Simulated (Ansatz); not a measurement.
## BaTiO3 (R3m): the gap up the ladder of methods

What gap does each level of theory give for BaTiO3 (R3m), and in what time?

Program: Ansatz 0.2.0. Level of theory: density functionals, hybrids and G0W0, plane waves, PAW. Results are calculated unless marked as measured.

### Step 1. Set-up

The structure is trigonal, space group R3m (No. 160). The conventional cell has a = 5.655 Å, b = 5.655 Å, c = 6.955 Å, α = 90.00°, β = 90.00°, γ = 120.00°. Nearest to Ba lie 12 O at 2.79 to 2.89 Å. Nearest to Ti lie 6 O at 1.87 to 2.14 Å. Nearest to O lie 2 Ti at 1.87 to 2.14 Å and 4 Ba at 2.79 to 2.89 Å. Farther neighbours and most contacts between anions are not listed.

The cell and positions come from the Crystallography Open Database and are kept as given unless a step says otherwise. Spin-orbit coupling is left out unless a step names it. The default PAW set here is soft_2. Its files were made with PBE.

### Step 2. LDA on the 6×6×6 mesh

This step: DFT, LDA, plane waves, PAW.

File input.yaml:

```yaml
crystal:
  lattice:
    - [2.8273666084, 1.6323808724, 2.3183934932]
    - [-2.8273666084, 1.6323808724, 2.3183934932]
    - [0.0, -3.2647617449, 2.3183934932]
  atoms:
    - { symbol: Ba, position: [0.0, 0.0, 0.0] }
    - { symbol: Ti, position: [0.4845, 0.4845, 0.4845] }
    - { symbol: O, position: [0.5086, 0.5086, 0.0175] }
    - { symbol: O, position: [0.0175, 0.5086, 0.5086] }
    - { symbol: O, position: [0.5086, 0.0175, 0.5086] }
kpoints:
  mp_grid: { grid: [6, 6, 6] }
  band_path:
    path:
      - [0.0, 0.0, 0.0]
      - [0.5, 0.5, 0.5]
      - [0.50282879, 0.49717121, 0.5]
      - [0.5, -0.49717121, 0.49717121]
      - [0.5, 0.0, 0.0]
      - [0.49858561, -0.49858561, 0.0]
      - [0.50141439, 0.0, 0.49858561]
      - [0.049858561, -0.049858561, 0.0]
    npoints: 1
hamiltonian:
  xc: lda
scf:
  occupations: { method: fixed }
  n_extra_bands: 5
output:
  eigenvalues: true
  forces: true
  stress: true
```

On the command line:

```console
$ ansatz run input.yaml --threads 3 --pin off --max-ram 92160MiB --backend cuda --events-out ev --progress --plain --runs-dir out --devices 1 --max-vram 13GiB  # rebuilt from the run's record
```

Numbers of over 12 decimals in the logs are rounded to 6 here.

The log of the run:

```text
scf.n_extra_bands = 5 over 20 filled bands (N_el = 40.0): the run solves 25 bands
GPUs: using 1 of 1 available (devices: 1).
Engine: ansatz 0.2.0, x86_64-unknown-linux-gnu
Pseudopotentials: kind: paw
Pseudopotential: Ba, paw, valence charge 10, recommended cutoff 420 eV (normal), Ba.paw.azcp
Pseudopotential: Ti, paw, valence charge 12, recommended cutoff 420 eV (normal), Ti.paw.azcp
Pseudopotential: O, paw, valence charge 6, recommended cutoff 420 eV (normal), O.paw.azcp
Functional definition: SPW92
  exchange = slater_x
  correlation = pw_c
device memory: the entry about to start is reckoned to put 1.1 GiB on a device that reports 42.6 GiB free (of which the cap on the GPU budget leaves the run 13.0 GiB)
GPU FFT provider: cuFFT
GPU libraries: cuBLAS 13.8.2, cuFFT 12.4.0, cuSOLVER 12.3.4
Crystal: 5 atoms, lattice volume = 64.201 Å³
Basis set: ecut = 420 eV, 1237 PW (Γ)
Bands: 25, of which v1, the nominal top of the filled ones, is band 20 counted from 1 (19 counted from 0)
Symmetry: 6 space group operations
Space group: R3m (ITA 160), of the structure as read, at distance tolerance 4.0e-5 Å
k-points: 32 of 216 (time reversal used)
Non-local potential: Ba, projectors of the file, l = 0: 3, l = 1: 2, l = 2: 2, l = 3: 2
Non-local potential: Ti, projectors of the file, l = 0: 3, l = 1: 2, l = 2: 3, l = 3: 1
Non-local potential: O, projectors of the file, l = 0: 2, l = 1: 2, l = 2: 1
PAW form: soft (Blöchl's): semilocal exchange-correlation on the pseudo side does not see the compensation charge
PAW frozen core: Ba, regenerated for the run's functional, and the local potential with it (the file was generated under x = pbe(κ = 0.804, μ = 0.219515), c = pbe(β = 0.066725))
PAW frozen core: Ti, regenerated for the run's functional, and the local potential with it (the file was generated under x = pbe(κ = 0.804, μ = 0.219515), c = pbe(β = 0.066725))
PAW frozen core: O, regenerated for the run's functional, and the local potential with it (the file was generated under x = pbe(κ = 0.804, μ = 0.219515), c = pbe(β = 0.066725))
PAW one-centre angular grid: Ba, 194 points (default); XC on 64 Gauss nodes
PAW one-centre angular grid: Ti, 590 points (default); XC on 64 Gauss nodes
PAW one-centre angular grid: O, 110 points (default); XC on 64 Gauss nodes
Initial density: superposition of atomic densities (neutral atoms: chi_scale 0, normalization atom), corrected by the library's trained network
Initial wavefunctions: pseudopotential atomic-orbital guess
GPU buffer pool allocated for 19683 grid points (all kernels)
GPU transforms: local potential and band sums: pruned to the plane-wave sphere, on 27×27×27
Functional: x = slater, c = lda
SCF iter   1: F=—  HF=-9904.495140 eV  |F-HF|=—  |Δ(HF+E_count)|=         —  Δρ=1.90e-2  dr2=2.25e-1  ethr=1.77e-3  ⟨swp⟩=4.5  Hψ=3428  notcnv=0  defer=56
preconditioner: auto → Resta (q_TF=auto, 2.521 Å⁻¹)  ε∞=5.8  [insulator: Δε(μ)=2.122 eV  Ē_g=11.973 eV  n_scr=18 (ndim 8)  ℏωp=26.2 eV  f_vac=0.000  ε∞_Penn≈5.8]
SCF iter   2: F=—  HF=-9904.462044 eV  |F-HF|=—  |Δ(HF+E_count)|=   3.31e-2  Δρ=1.10e-2  dr2=6.54e-2  ethr=5.63e-4  ⟨swp⟩=2.1  Hψ=1444  notcnv=0  defer=65
SCF iter   3: F=—  HF=-9904.450140 eV  |F-HF|=—  |Δ(HF+E_count)|=   1.19e-2  Δρ=2.85e-3  dr2=3.54e-3  ethr=1.63e-4  ⟨swp⟩=2.7  Hψ=1177  notcnv=0  defer=75
SCF iter   4: F=—  HF=-9904.449317 eV  |F-HF|=—  |Δ(HF+E_count)|=   8.23e-4  Δρ=7.64e-4  dr2=2.46e-4  ethr=8.86e-6  ⟨swp⟩=2.2  Hψ=1458  notcnv=0  defer=93
SCF iter   5: F=—  HF=-9904.449153 eV  |F-HF|=—  |Δ(HF+E_count)|=   1.64e-4  Δρ=1.50e-4  dr2=1.50e-5  ethr=6.15e-7  ⟨swp⟩=2.0  Hψ=1175  notcnv=0  defer=94
SCF iter   6: F=—  HF=-9904.449278 eV  |F-HF|=—  |Δ(HF+E_count)|=   1.26e-4  Δρ=5.78e-5  dr2=2.30e-6  ethr=3.75e-8  ⟨swp⟩=2.2  Hψ=1274  notcnv=0  defer=32
SCF iter   7: F=—  HF=-9904.449278 eV  |F-HF|=—  |Δ(HF+E_count)|=   3.71e-7  Δρ=1.72e-5  dr2=1.80e-7  ethr=5.76e-9  ⟨swp⟩=2.0  Hψ=1067  notcnv=0  defer=32
SCF iter   8: F=-9904.449278 eV  HF=-9904.449278 eV  |F-HF|=1.44e-10  |Δ(HF+E_count)|=   3.31e-8  Δρ=1.32e-6  dr2=9.86e-10  ethr=2.50e-10  ⟨swp⟩=9.9  Hψ=4402  notcnv=0
SCF 1 converged in 8 iterations: F = -9904.449278 eV  dr2 = 9.86e-10
[...]
device memory: the entry about to start is reckoned to put 0.9 GiB on a device that reports 41.3 GiB free (of which the cap on the GPU budget leaves the run 13.0 GiB)
NSCF: frozen V_eff on 8 k-points
SCF converged after 8 iterations
Free energy (F): -9904.449278 eV
Harris-Foulkes:  -9904.449278 eV  (|F-HF|=1.44e-10)
Internal energy: -9904.449278 eV  (E = F + TS)
E sigma→0 (E₀):  -9904.449278 eV
Fermi energy:    9.850590 eV
--- Per-component energies (eV) ---
  E_band       = -149.823282
  E_kinetic    = 966.416708
  E_local      = -2123.512846  (includes V_loc(G=0)·N_el)
  E_nonlocal   = 216.432315
  E_hartree    = 824.722753
  E_xc         = -485.080914
  E_vxc        = -542.415417  (∫ρ·V_xc dr)
  E_paw        = -6495.120294  (= ΣΔE_a)
  E_vpaw       = -316.197025  (= ΣTr[D̂ρ^β])
  E_aug_tail   = 0.007453  (compensation charges beyond the density's cutoff)
  E_ewald      = -2809.213684
  E_core_change = 0.899230  (= ΣΔE_core)
  E_smearing   = -0.000000  (= −TS)
  E_closure    = 0.000000  (closes the sum)
  Σ components = -9904.449278   (vs F -9904.449278, Δ=0.00e0)
--- Forces (eV/Å), atoms counted from 1 ---
  atom   1  Ba    -0.00000000     0.00000000    -0.16174439
  atom   2  Ti     0.00000000     0.00000000    -0.02503648
  atom   3  O      0.00000000    -0.01499491     0.06222972
  atom   4  O      0.01298597     0.00749745     0.06222972
  atom   5  O     -0.01298597     0.00749745     0.06222972
  max |Σ_I F_I| component: 9.17e-5 eV/Å
--- Stress (GPa, compression-positive) ---
       -6.052574      -0.000000      -0.000000
       -0.000000      -6.052574       0.000000
       -0.000000       0.000000      -6.083321
  P = ⅓ Tr σ = -6.0628 GPa (-60.628 kbar)
--- Band table (eV; the first three rows and the last of 32) ---
  k-point 0: bands = [... 16 lower, 8.7485, 9.3510, 9.4947, 9.4947, 12.2009, 12.2009, 12.3558, 14.4242, ... 1 higher]
  k-point 1: bands = [... 16 lower, 8.5791, 8.9421, 9.3745, 9.3882, 12.2510, 12.5856, 12.6120, 14.4206, ... 1 higher]
  k-point 2: bands = [... 16 lower, 8.2776, 8.3916, 9.0591, 9.1565, 12.3247, 13.2736, 13.3689, 14.4061, ... 1 higher]
  k-point 31: bands = [... 16 lower, 7.5637, 9.8358, 9.8358, 9.8506, 14.2037, 14.3530, 14.3530, 16.5037, ... 1 higher]
```

Run time: 9.1 s. Hardware: 1 × NVIDIA H100 80GB HBM3 (shared by 6 runs) with 3 threads of AMD EPYC 7R13 (Zen 3), shared host; peak memory 0.91 GiB; 6 s of CPU time.

Numbers from this step:

* pressure: -6.063 GPa
* gap: 2.350 eV
* valence top at: T
* conduction bottom at: Γ
* least direct gap: 2.686 eV

Over mesh and listed points the gap is 2.350 eV, from k = (0.500, 0.500, 0.500) to k = Γ. The least direct gap found is 2.686 eV, at k = (0.050, -0.050, 0.000). The pressure in this cell is -6 GPa; the cell is kept.

### Step 3. r2SCAN on the 6×6×6 mesh

Levels along a band path and on the mesh show where this functional puts the band edges.

This step: DFT, r2SCAN, plane waves, PAW.

File input.yaml:

```yaml
crystal:
  lattice:
    - [2.8273666084, 1.6323808724, 2.3183934932]
    - [-2.8273666084, 1.6323808724, 2.3183934932]
    - [0.0, -3.2647617449, 2.3183934932]
  atoms:
    - { symbol: Ba, position: [0.0, 0.0, 0.0] }
    - { symbol: Ti, position: [0.4845, 0.4845, 0.4845] }
    - { symbol: O, position: [0.5086, 0.5086, 0.0175] }
    - { symbol: O, position: [0.0175, 0.5086, 0.5086] }
    - { symbol: O, position: [0.5086, 0.0175, 0.5086] }
kpoints:
  mp_grid: { grid: [6, 6, 6] }
  band_path:
    path:
      - [[0.0, 0.0, 0.0], [0.5, 0.5, 0.5], [0.50282879, 0.49717121, 0.5]]
      - [[0.5, -0.49717121, 0.49717121], [0.5, 0.0, 0.0], [0.0, 0.0, 0.0], [0.49858561, -0.49858561, 0.0]]
      - [[0.50141439, 0.0, 0.49858561], [0.5, 0.0, 0.5], [0.0, 0.0, 0.0]]
    npoints: 10
hamiltonian:
  xc: r2scan
scf:
  occupations: { method: fermi_dirac, width: 0.02 }
  n_extra_bands: 5
output:
  eigenvalues: true
  forces: true
  stress: true
  write_density: true
  write_potential: true
  elf: true
  volumetric_format: npy
```

The log of the run:

```text
[...]
GPUs: using 1 of 1 available (devices: 1).
[...]
GPU FFT provider: cuFFT
GPU libraries: cuBLAS 13.8.2, cuFFT 12.4.0, cuSOLVER 12.3.4
Crystal: 5 atoms, lattice volume = 64.201 Å³
Basis set: ecut = 500 eV, 1647 PW (Γ), exchange–correlation on 120×120×120 points (64 copies of the dense FFT grid, shifted against one another)
Bands: 25, of which v1, the nominal top of the filled ones, is band 20 counted from 1 (19 counted from 0)
Symmetry: 6 space group operations
[...]
k-points: 32 of 216 (time reversal used)
[...]
GPU buffer pool allocated for 27000 grid points (all kernels)
[...]
SCF iter   1: F=—  HF=-10183.728103 eV  |F-HF|=—  |Δ(HF+E_count)|=         —  Δρ=2.09e-2  dr2=3.49e-1  dr2_τ=2.49e-1  ethr=1.77e-3  ⟨swp⟩=6.4  Hψ=4126  notcnv=0
[...]
--- Forces (eV/Å), atoms counted from 1 ---
  atom   1  Ba    -0.00000000     0.00000000    -0.13336953
  atom   2  Ti    -0.00000000    -0.00000000     0.09540785
  atom   3  O      0.00000000     0.04249172     0.01266535
  atom   4  O     -0.03679891    -0.02124586     0.01266535
  atom   5  O      0.03679891    -0.02124586     0.01266535
  max |Σ_I F_I| component: 3.43e-5 eV/Å
--- Stress (GPa, compression-positive) ---
        1.928626      -0.000000       0.000000
       -0.000000       1.928626       0.000000
        0.000000       0.000000       1.865430
  P = ⅓ Tr σ = 1.9076 GPa (19.076 kbar)
--- Band table (eV; the first three rows and the last of 32) ---
  k-point 0: bands = [... 16 lower, 8.8039, 9.4350, 9.5486, 9.5486, 12.7160, 12.7160, 12.8528, 14.7907, ... 1 higher]
  k-point 1: bands = [... 16 lower, 8.6513, 9.0138, 9.4254, 9.4590, 12.7603, 13.0721, 13.1061, 14.7878, ... 1 higher]
  k-point 2: bands = [... 16 lower, 8.3723, 8.4856, 9.1290, 9.1973, 12.8296, 13.7327, 13.8338, 14.7749, ... 1 higher]
  k-point 31: bands = [... 16 lower, 7.6167, 9.9031, 9.9031, 9.9171, 14.6514, 14.8074, 14.8074, 17.2666, ... 1 higher]
[key lines of the parts left out:]
SCF converged after 7 iterations
Free energy (F): -10183.830947 eV
Fermi energy:    11.323217 eV
```

It took 9.2 s on 1 × NVIDIA H100 80GB HBM3 (shared by 6 runs) with 3 threads; peak memory 1 GiB.

This step gave:

```yaml
pressure: 1.908 GPa
filled_bands: 20
gap: 2.799 eV
valence_top_at: T
conduction_bottom_at: Γ
least_direct_gap: 3.138 eV
```

Over mesh and path the gap is 2.799 eV, from k = (0.500, 0.500, 0.500) to k = Γ. The least direct gap found is 3.138 eV, at k = (0.050, -0.050, 0.000). r2SCAN against LDA: 2.799 − 2.350 = +0.449 eV. The runs also differ in plane-wave cutoff (420 eV and 500 eV), so how much of this comes from the functional alone is not known.

### Step 4. r2SCAN+SOC on the 6×6×6 mesh

This run has two-component orbitals with spin-orbit coupling.

This step: DFT, r2SCAN with spin-orbit coupling, plane waves, PAW.

input.yaml, the sections that differ from step 3:

```yaml
kpoints:
  mp_grid: { grid: [6, 6, 6] }
  band_path:
    path:
      - [0.0, 0.0, 0.0]
      - [0.5, 0.5, 0.5]
      - [0.50282879, 0.49717121, 0.5]
      - [0.5, -0.49717121, 0.49717121]
      - [0.5, 0.0, 0.0]
      - [0.49858561, -0.49858561, 0.0]
      - [0.50141439, 0.0, 0.49858561]
      - [0.049858561, -0.049858561, 0.0]
    npoints: 1
scf:
  occupations: { method: fixed }
  n_extra_bands: 10
magnetization:
  noncollinear: true
  spin_orbit: true
# crystal, hamiltonian, output: as in step 3
```

The log of the run:

```text
[...]
GPUs: using 1 of 1 available (devices: 1).
[...]
non-collinear run that drives no moment, with spin-orbit: no starting moment large enough to seed its density (crystal.atoms[].spin), no starting occupations that ask for one, no magnetisation constraint and no magnetic field, so the semilocal B_xc is pinned to zero
[...]
k-point 1: bands = [... 36 lower, 9.3783, 9.4277, 9.4794, 9.4936, 12.7536, 12.7635, 13.0634, 13.0717, ... 6 higher]
  k-point 2: bands = [... 36 lower, 9.1111, 9.1314, 9.2021, 9.2071, 12.8268, 12.8297, 13.7257, 13.7343, ... 6 higher]
  k-point 31: bands = [... 36 lower, 9.9072, 9.9072, 9.9188, 9.9188, 14.6498, 14.6498, 14.8023, 14.8023, ... 6 higher]
[key lines of the parts left out:]
SCF converged after 9 iterations
Magnetization: |M| = 0.0000 μB,  M = (+0.0000, +0.0000, +0.0000) μB
Free energy (F): -10169.548219 eV
Fermi energy:    9.918824 eV
P = ⅓ Tr σ = 1.9094 GPa (19.094 kbar)
```

Elapsed: 7.4 s, on 1 × NVIDIA H100 80GB HBM3 (shared by 6 runs) with 3 threads; peak memory 1.2 GiB; 11 s of CPU time.

This step gave:

```yaml
pressure: 1.909 GPa
gap: 2.788 eV
valence_top_at: H_2
conduction_bottom_at: Γ
least_direct_gap: 3.086 eV
```

Over mesh and listed points the gap is 2.788 eV, from k = (0.503, 0.497, 0.500) to k = Γ. The least direct gap found is 3.086 eV, at k = (0.050, -0.050, 0.000). r2SCAN+SOC against r2SCAN: 2.788 − 2.799 = −0.011 eV. Mesh, set of files and cutoff are the same, but the valence top lies at another k point, so this need not be the shift of one pair of states. The spin-orbit run sees mesh and listed points alone, so its gap is an upper bound: the coupling can move an edge off these points, the more so as this crystal has no centre of inversion, and the change over the zone, its sign included where it is small, is not known.

### Step 5. HSE06 on the 4×4×4 mesh

HSE06 mixes in a quarter of exact exchange at short range.

This step: DFT, HSE06, plane waves, PAW.

input.yaml: that of step 4 with these lines changed.

```diff
@@ -12,3 +12,3 @@
 kpoints:
-  mp_grid: { grid: [6, 6, 6] }
+  mp_grid: { grid: [4, 4, 4] }
   band_path:
@@ -25,16 +25,7 @@
 hamiltonian:
-  xc: r2scan
+  xc: hse06
 scf:
   occupations: { method: fixed }
-  n_extra_bands: 10
-magnetization:
-  noncollinear: true
-  spin_orbit: true
+  n_extra_bands: 5
 output:
   eigenvalues: true
-  forces: true
-  stress: true
-  write_density: true
-  write_potential: true
-  elf: true
-  volumetric_format: npy
```

The log of the run:

```text
[...]
GPUs: using 1 of 1 available (devices: 1).
[...]
davidson cushion auto → on  (no smearing: the cushion is to keep the highest requested band from converging to the state above it; pin scf.eigensolver.cushion to override)
[...]
GPU FFT provider: cuFFT
GPU libraries: cuBLAS 13.8.2, cuFFT 12.4.0, cuSOLVER 12.3.4
Crystal: 5 atoms, lattice volume = 64.201 Å³
Basis set: ecut = 420 eV, 1237 PW (Γ)
[...]
Fermi energy:    9.205702 eV
[...]
--- Band table (eV; the first three rows and the last of 13) ---
  k-point 0: bands = [... 16 lower, 8.0366, 8.7331, 8.8409, 8.8409, 13.0910, 13.0910, 13.2322, 15.2043, ... 1 higher]
  k-point 1: bands = [... 16 lower, 7.7246, 7.9330, 8.5681, 8.5783, 13.1847, 13.8429, 13.9371, 15.1993, ... 1 higher]
  k-point 2: bands = [... 16 lower, 7.4788, 7.5157, 8.2248, 8.3364, 13.2661, 14.6619, 14.7677, 15.1661, ... 1 higher]
  k-point 12: bands = [... 16 lower, 6.7977, 9.1921, 9.1921, 9.2057, 15.3050, 15.4744, 15.4744, 17.5122, ... 1 higher]
[key lines of the parts left out:]
Free energy (F): -10163.503441 eV
```

Run time: 18 s. Hardware: 1 × NVIDIA H100 80GB HBM3 (shared by 6 runs) with 3 threads; peak memory 1.2 GiB.

This step gave:

| Item | Value |
| --- | --- |
| gap | 3.885 eV |
| valence top at | T |
| conduction bottom at | Γ |
| least direct gap | 4.215 eV |
| exact-exchange fraction | 0.25 |

Over mesh and listed points the gap is 3.885 eV, from k = (0.500, 0.500, 0.500) to k = Γ. The least direct gap found is 4.215 eV, at k = (0.050, -0.050, 0.000). HSE06 against LDA: 3.885 − 2.350 = +1.535 eV. The runs also differ in mesh (6×6×6 and 4×4×4), so how much of this comes from the functional alone is not known.

### Step 6. PBE0 on the 4×4×4 mesh

PBE0 mixes in a quarter of exact exchange at all distances.

This step: DFT, PBE0, plane waves, PAW.

input.yaml: that of step 5 with these lines changed.

```diff
@@ -25,3 +25,3 @@
 hamiltonian:
-  xc: hse06
+  xc: pbe0
 scf:
@@ -31 +31,5 @@
   eigenvalues: true
+  write_density: true
+  write_potential: true
+  elf: true
+  volumetric_format: npy
```

The log of the run:

```text
[...]
GPUs: using 1 of 1 available (devices: 1).
[...]
GPU FFT provider: cuFFT
GPU libraries: cuBLAS 13.8.2, cuFFT 12.4.0, cuSOLVER 12.3.4
Crystal: 5 atoms, lattice volume = 64.201 Å³
Basis set: ecut = 420 eV, 1237 PW (Γ)
Bands: 25, of which v1, the nominal top of the filled ones, is band 20 counted from 1 (19 counted from 0)
Symmetry: 6 space group operations
[...]
k-points: 13 of 64 (time reversal used)
[...]
Fermi energy:    8.814383 eV
[...]
--- Band table (eV; the first three rows and the last of 13) ---
  k-point 0: bands = [... 16 lower, 7.6523, 8.3493, 8.4590, 8.4590, 13.4529, 13.4529, 13.5967, 15.5736, ... 1 higher]
  k-point 1: bands = [... 16 lower, 7.3293, 7.5377, 8.1828, 8.1933, 13.5480, 14.2163, 14.3124, 15.5691, ... 1 higher]
  k-point 2: bands = [... 16 lower, 7.0734, 7.1109, 7.8373, 7.9501, 13.6303, 15.0489, 15.1550, 15.5357, ... 1 higher]
  k-point 12: bands = [... 16 lower, 6.3977, 8.8011, 8.8011, 8.8144, 15.6957, 15.8661, 15.8661, 17.8828, ... 1 higher]
[key lines of the parts left out:]
Free energy (F): -10162.988951 eV
```

The job ended after 20 s (1 × NVIDIA H100 80GB HBM3 (shared by 6 runs) with 3 threads; peak memory 1.2 GiB; 27 s of CPU time).

Numbers from this step:

| Quantity | Value |
| --- | --- |
| gap | 4.639 eV |
| valence top at | T |
| conduction bottom at | Γ |
| least direct gap | 4.952 eV |
| exact-exchange fraction | 0.25 |

Over mesh and listed points the gap is 4.639 eV, from k = (0.500, 0.500, 0.500) to k = Γ. The least direct gap found is 4.952 eV, at k = (0.050, -0.050, 0.000). PBE0 against HSE06: 4.639 − 3.885 = +0.754 eV, with the same mesh, files and cutoff, and both edges at the same k points.

(Continued in part 2 of 2.)

[Paths, hosts, dates, memory and timing lines, banners, echoed tables and standing remarks are left out of the program output.]

[Logs are printed without paths, hosts, clocks, repeated set-up lines and the standing remarks that a program may print on its own settings, such as how far it seeks lower states.]

[Runs of the session that timed out or met a known fault of the program may be left out.]

[Cells called generated may have been cut or substituted from an entry of the Crystallography Open Database or the Materials Project.]

[Hosts, paths, dates, database ids (printed as entryN), source tags and the programs' standing remarks are cut or masked in the printed files.]

[Where an RPA ε∞ is given, it is that of the G0W0 mesh and is not shown converged in it. Names of k-points follow the symmetry that the program found, which can be lower than the space group named. Band edges on a path are those of the sampled points; other points can move an edge, and change direct to indirect where valleys lie close.]

[Hybrid gaps are those of their k-mesh and are not shown converged in it.]
